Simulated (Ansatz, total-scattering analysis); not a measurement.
**The surroundings of H by a first difference**

Two samples of methanol (16 methanol; C 16.7, O 16.7, H 66.7 atom %; 340 K, fixed volume (mean pressure 0.2 GPa); ρ₀ = 0.0891 Å⁻³) differ only in the isotope of H: D (b = 6.6681 fm) and H (b = -3.7395 fm). Other lengths: C 6.6472, O 5.8037 fm. The data are simulated by ab initio molecular dynamics with Ansatz (revPBE-D3(BJ), plane waves, PAW default files, Langevin thermostat, no spin, fixed volume, H with the mass of D). The average runs over 0.51 ps of 96 atoms, so shells between rare elements are rough. Mean temperature 346 K, largest m.s.d. 2.15 Å², energy drift +3 meV an atom (last third less first, no steady trend), Langevin friction 10 ps⁻¹; the first quarter of the run is discarded. Preparation: last frame of a classical run of this cell, a melt at this density, then 0.3 ps at 340 K with a cheaper basis and a friction of 10 ps⁻¹ (mean temperature of the first stage 367 K), too short to forget the start in full. So short a stretch relaxes bonds and nearest shells but still remembers its start. It is a liquid as far as so short a run tells. The partials come from the cell's reciprocal vectors below 4 Å⁻¹ and from g(r) above; absorption, incoherent and inelastic scattering are left out. F(Q) = Σ ci cj bi bj (Sij − 1), in barn per steradian and atom:

```
Q (Å⁻¹)      2H      1H  difference
    0.9  -0.218  -0.205      -0.013
    1.2  -0.038  -0.178       0.140
    1.5   0.199  -0.173       0.372
    1.8   0.449  -0.103       0.552
    2.1   0.025  -0.079       0.104
    2.4  -0.086  -0.051      -0.035
    2.7  -0.100  -0.058      -0.042
    3.0  -0.086  -0.024      -0.062
    3.3  -0.050   0.033      -0.082
    3.6  -0.040   0.023      -0.062
    3.9  -0.036   0.013      -0.049
    4.2  -0.044   0.030      -0.074
    4.5  -0.056   0.057      -0.113
    4.8  -0.074   0.080      -0.154
    5.1  -0.085   0.087      -0.172
    5.4  -0.079   0.074      -0.153
    5.7  -0.055   0.041      -0.096
    6.0  -0.022  -0.003      -0.019
    6.3   0.016  -0.039       0.056
    6.6   0.057  -0.058       0.114
    6.9   0.087  -0.061       0.148
    7.2   0.096  -0.056       0.152
    7.5   0.083  -0.044       0.127
    7.8   0.056  -0.028       0.084
    8.1   0.027  -0.012       0.039
    8.4   0.005  -0.001       0.006
    8.7  -0.010   0.007      -0.016
    9.0  -0.021   0.013      -0.033
    9.3  -0.028   0.017      -0.045
    9.6  -0.030   0.018      -0.049
    9.9  -0.033   0.016      -0.049
   10.2  -0.038   0.016      -0.053
   10.5  -0.038   0.019      -0.057
   10.8  -0.030   0.023      -0.053
```

The first difference in real space, ΔG(r), in barn (from the pair functions, so without the broadening of a finite Q range):

```
r (Å)  first difference G(r)
 0.50                 -0.421
 0.58                 -0.421
 0.66                 -0.421
 0.74                 -0.421
 0.82                 -0.421
 0.90                 -0.336
 0.98                  1.846
 1.06                  2.857
 1.14                  2.595
 1.22                 -0.347
 1.30                 -0.421
 1.38                 -0.421
 1.46                 -0.413
 1.54                 -0.409
 1.62                 -0.371
 1.70                 -0.161
 1.78                  0.189
 1.86                  0.020
 1.94                  0.068
 2.02                  0.336
 2.10                  0.478
 2.18                  0.031
 2.26                 -0.223
 2.34                 -0.246
 2.42                 -0.237
 2.50                 -0.240
 2.58                 -0.215
 2.66                 -0.189
 2.74                 -0.156
 2.82                 -0.086
 2.90                 -0.081
 2.98                 -0.091
 3.06                 -0.074
 3.14                 -0.048
 3.22                 -0.022
 3.30                 -0.038
 3.38                 -0.020
 3.46                 -0.023
 3.54                 -0.009
```

Q: What does the difference say of the neighbours of H?

Pairs without H cancel. ΔG(r) = Σ W [g(r) − 1] with W = 2 c(H) c(j) b(j) Δb, and c(H)² (b₁² − b₂²) for H–H: H–C 0.1537, H–O 0.1342, H–H 0.1355 barn. At small r, ΔG → −ΣW = -0.423; in this finite cell the H–H term carries (N − 1)/N with N = 64 atoms of H, which gives -0.421.

The first feature holds O–H (0.98 Å, 0.2 neighbours by the coordinates) and C–H (1.10 Å, 0.8 neighbours by the coordinates) together, so its area gives only their weighted sum.

Shells of H from the coordinates: O–H at 0.98 Å, 0.2 neighbours to 1.26 Å; C–H at 1.10 Å, 0.8 neighbours to 1.40 Å; H–H at 1.79 Å, 1.6 neighbours to 2.04 Å, a soft count (first peaks with a usable minimum only). Counts average over all H, whatever molecule they sit on, and second peaks of a pair (H two bonds away, hydrogen bonds) add features between 1.5 and 2.5 Å that aren't listed. The structure is taken to be the same for both isotopes, which holds least well for H and D.

[Logs are printed without paths, hosts, clocks, repeated set-up lines and the standing remarks that a program may print on its own settings, such as how far it seeks lower states.]
